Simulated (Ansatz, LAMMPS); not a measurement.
# Amorphous HfO2 at 7.31 g/cm^3 (78 atoms), relaxed: mesh and functional compared

Which bonds does the relaxation leave, and how do the Kohn-Sham gap, forces and pressure change with k-mesh and functional?

Calculated with Ansatz 0.2.0: Kohn-Sham DFT, PBE, PAW (set soft_2), plane waves; cutoff 420 eV, Γ point, fermi-dirac smearing of 0.025 eV.

**The cell**

Density at the start: 7.31 g/cm³. The cell holds 78 atoms: 26 Hf and 52 O. Cell: a = 10.752 Å, b = 10.752 Å, c = 10.752 Å, α = 90.0°, β = 90.0°, γ = 90.0°. 78 atoms (26 Zr, 52 O) placed at random at 4.28 g/cm³, melted at 5000 K for 10 ps at fixed volume with the Morse and Coulomb pair potential with partial charges (Pedone, Malavasi, Menziani, Cormack and Segre, J. Phys. Chem. B 110, 11780 (2006)). Quenched from 5000 K to 300 K at 50 K/ps and fixed volume, held 5 ps, then minimised at fixed cell. Then Zr was replaced by Hf (the potential has no terms for the new elements, so the cell is a start for a DFT relaxation).

The atoms were relaxed with PBE. The walk converged after 14 steps, with a largest force component of 0.0164 eV/Å; it began at an r.m.s. force component of 0.54 eV/Å. The energy fell by 40.0 meV an atom.

The input of the reference single point:

```yaml
crystal:
  lattice:
    - [10.7525, 0.0, 0.0]
    - [0.0, 10.7525, 0.0]
    - [0.0, 0.0, 10.7525]
  atoms:
    - { symbol: Hf, position: [0.4838, 0.60378, 0.96021] }
    - { symbol: Hf, position: [0.73301, 0.15214, 0.0802] }
    - { symbol: Hf, position: [0.84623, 0.76711, 0.46725] }
    - { symbol: Hf, position: [0.24966, 0.83877, 0.80184] }
    [... 72 atom lines left out ...]
    - { symbol: O, position: [0.75031, 0.93043, 0.21902] }
    - { symbol: O, position: [0.57528, 0.21325, 0.73116] }
kpoints:
  mp_grid: { grid: [1, 1, 1] }
hamiltonian:
  xc: pbe
scf:
  occupations: { method: fermi_dirac, width: 0.025 }
output:
  forces: true
  stress: true
  populations: true
  dos:
    method: { smearing: { sigma: 0.08 } }
    de: 0.05
    projected: { site_lists: { Hf: [Hf], O: [O] } }
  eigenvalues: true
  write_density: true
  write_potential: true
  volumetric_format: npy
```

**Bonds after relaxation**

Bonds by pair of elements; cutoffs follow the first minimum of g(r), held within bounds set by covalent radii, and pairs that aren't listed don't count as bonded:

```csv
pair A-B,cutoff (Å),bonds,mean length (Å),spread (Å),shortest (Å),B about A,A about B
O-Hf,2.93,146,2.13,0.137,1.91,2.81,5.62
```

How many atoms have how many bonded neighbours:

```csv
element,mean,2,3,4,5,6,7
Hf,5.62,0,0,1,9,15,1
O,2.81,13,36,3,0,0,0
```

**Levels of theory**

Single points at the relaxed geometry:

| functional | k-mesh | Kohn-Sham gap (eV) | pressure (GPa) | r.m.s. force component (eV/Å) | SCF cycles | time |
| --- | --- | --- | --- | --- | --- | --- |
| PBE | 1×1×1 | 3.955 | -4.77 | 0.005 | 11 | 73 s |
| PBE | 2×2×2 | 3.924 | -4.77 | 0.014 | 11 | 13 min |
| HSE06 | 1×1×1 | 5.477 | -8.54 | 0.111 | 25 | 22 min |
| r2SCAN | 1×1×1 | 4.439 | -8.69 | 0.080 | 12 | 2.2 min |
| PBEsol | 1×1×1 | 3.878 | -9.34 | 0.090 | 12 | 66 s |

The gap is that between the highest filled and lowest empty Kohn-Sham level on the run's k-points. Cutoffs: 420 eV for PBE, HSE06 and PBEsol; 500 eV for r2SCAN. Times come from shared hosts and are rough.

**Findings**

By these cutoffs 58 % of Hf atoms have 6 and 69 % of O atoms have 3 neighbours. The Kohn-Sham gap is 3.95 eV with PBE on the 1×1×1 mesh and 3.92 eV on 2×2×2. On the 1×1×1 mesh HSE06 changes the gap by +1.52 eV against PBE. Carrying that shift over to the 2×2×2 mesh gives 3.92 + 1.52 = 5.45 eV, an estimate that takes the shift to be alike at all k-points. On the reference's mesh the gap changes with r2SCAN by +0.48 eV and PBEsol by -0.08 eV. Against the reference the pressure changes with HSE06 by -3.8 GPa, r2SCAN by -3.9 GPa and PBEsol by -4.6 GPa; a negative change means a smaller volume than PBE would take. The denser mesh moves the energy by -1.6 meV/atom and the pressure by -0.00 GPa.

Limits: All single points share the geometry relaxed with PBE. The density was set when the cell was made, as one point of a scan, and needn't be that of the real material. One sample; tail or defect levels can set the gap of a disordered cell. The quench rate of 50 K/ps is many orders above laboratory rates, so the cell is likely richer in defects and strain than a real sample. The network of bonds at the start is that of the classical potential that made the cell, and needn't be the one that DFT or experiment would give. Spin–orbit coupling is left out, which matters for the levels of the heavy elements. In some runs the program notes that the exchange-correlation potential is rough where the density is thin, it cut back its work space to fit the memory limit, the exchange threshold is loose for the stress and the SCF threshold is loose for the stress.

[Logs are printed without paths, hosts, clocks, repeated set-up lines and the standing remarks that a program may print on its own settings, such as how far it seeks lower states.]

[Hosts, paths, dates, database ids (printed as entryN), source tags and the programs' standing remarks are cut or masked in the printed files.]
